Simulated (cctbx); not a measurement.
**La2ZnSe4: as given, inverted or twinned?**

Space group I-42d (no. 122), a = 9.0780 Å, b = 9.0780 Å, c = 8.9040 Å, α = 90.00°, β = 90.00°, γ = 90.00°.

| atom | mult. | x | y | z | Ueq (Å²) |
| --- | --- | --- | --- | --- | --- |
| La1 | 8 | 1/4 | 0.3752 | 7/8 | 0.0123 |
| Se1 | 16 | 0.1689 | 0.0728 | 0.6898 | 0.0081 |
| Zn1 | 4 | 0 | 0 | 0 | 0.0129 |

The model was made for the exercise: a known structure type with other elements put in, its volume estimated, not relaxed; displacement parameters are assumed.

Data sets are simulated with cctbx and refined with Bijvoet mates kept apart; Flack x is then fitted as the share of an inverted twin with the atoms fixed, Hooft y from the Bijvoet differences. The group is acentric but holds improper operations, so there is an absolute structure (orientation) and no hand.

Untwinned crystal. What Flack and Hooft values should come out?

| λ (Å) | extinction (unmodelled) | d min (Å) | top counts | error (%) | model | R1 | Flack x | s.u. | Hooft y | s.u. | pairs |
| --- | --- | --- | --- | --- | --- | --- | --- | --- | --- | --- | --- |
| 0.71073 | 0 | 0.77 | 40000 | 3 | as given | 0.0057 | -0.003 | 0.009 | 0.005 | 0.009 | 174 |
| 1.54184 | 0.3 | 0.83 | 20000 | 4 | as given | 0.0108 | 0.001 | 0.0013 | 0.002 | 0.003 | 136 |

With Mo Kα, x is within 3 s.u. of 0, so the absolute structure is right. With Cu Kα, x is within 3 s.u. of 0, so the absolute structure is right.

A further crystal gives:

| λ (Å) | extinction (unmodelled) | d min (Å) | top counts | error (%) | model | R1 | Flack x | s.u. | Hooft y | s.u. | pairs |
| --- | --- | --- | --- | --- | --- | --- | --- | --- | --- | --- | --- |
| 0.56087 | 0 | 0.77 | 70000 | 3 | as given | 0.0079 | 0.291 | 0.012 | 0.303 | 0.012 | 174 |

**Question.** What is it?

It was simulated as an inversion twin with a fraction 0.3 of the inverted domain. Flack x is over 3 s.u. from both 0 and 1 and reads that fraction.
